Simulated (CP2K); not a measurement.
Consider isocyanoallene at its PBE geometry (Å).

```xyz
8

C     2.7770   -1.1036    0.4549
N     1.8651   -0.3956    0.1821
C     0.8449    0.4785   -0.1525
C    -0.4327    0.1603   -0.0688
C    -1.7047   -0.1189    0.0040
H     1.1678    1.4641   -0.4935
H    -2.2410   -0.5554   -0.8420
H    -2.2765    0.0706    0.9158
```

Method: CP2K XAS_TDP, all-electron GAPW, PBEh(45%), aug-cc-pVDZ, TDA, GW2X-corrected core level, no relativity.

Question: Predict the bright core excitations at the C K edge.

Leading lines: C1 288.61 eV, C3 288.71 eV, C4 287.10 eV and C5 287.59 eV. The leading line of an atom is its first one with 35 % of the strongest within 2.5 eV of its lowest line over the strength cut. Core ionisation energies at this level: C3 294.16, C4 293.15, C1 294.57 and C5 293.27 eV.

The first six lines of each atom with a strength over 0.0015:

```
                     atom  energy (eV)  states  strength, one atom  above the computed threshold
         C1 (bonded to N)       288.61       1              0.0636                              
                                288.85       1              0.0693                              
                                292.78       1              0.0026                              
                                294.18       1              0.0032                              
                                294.43       1              0.0043                              
                                294.61       1              0.0029                           yes
C3 (bonded to C, N and H)       288.71       1              0.0420                              
                                290.40       1              0.0074                              
                                291.90       1              0.0048                              
                                293.02       1              0.0041                              
                                293.12       1              0.0056                              
                                293.52       1              0.0090                              
       C4 (bonded to 2 C)       287.10       1              0.0553                              
                                287.25       1              0.0526                              
                                292.44       1              0.0022                              
                                294.70       1              0.0025                           yes
                                294.75       1              0.0039                           yes
                                295.12       1              0.0024                           yes
 C5 (bonded to C and 2 H)       287.59       1              0.0491                              
                                289.53       1              0.0018                              
                                290.97       1              0.0035                              
                                291.90       1              0.0167                              
                                292.13       1              0.0033                              
                                292.60       1              0.0057
```

Lines are vertical, at one geometry, with no vibrational structure. GW2X ionisation energies and lines can be off by 1 to 2 eV either way, and a good line position may hide errors that cancel. These values hold no scalar relativity, about 0.1 eV for C 1s. Rydberg lines, and the discretised continuum above threshold, depend on the basis and the box.

[Banner, clock and machine lines of the logs are left out without a mark of their own.]

[Logs are printed without paths, hosts, clocks, repeated set-up lines and the standing remarks that a program may print on its own settings, such as how far it seeks lower states.]

[Hosts, paths, dates, database ids (printed as entryN), source tags and the programs' standing remarks are cut or masked in the printed files.]
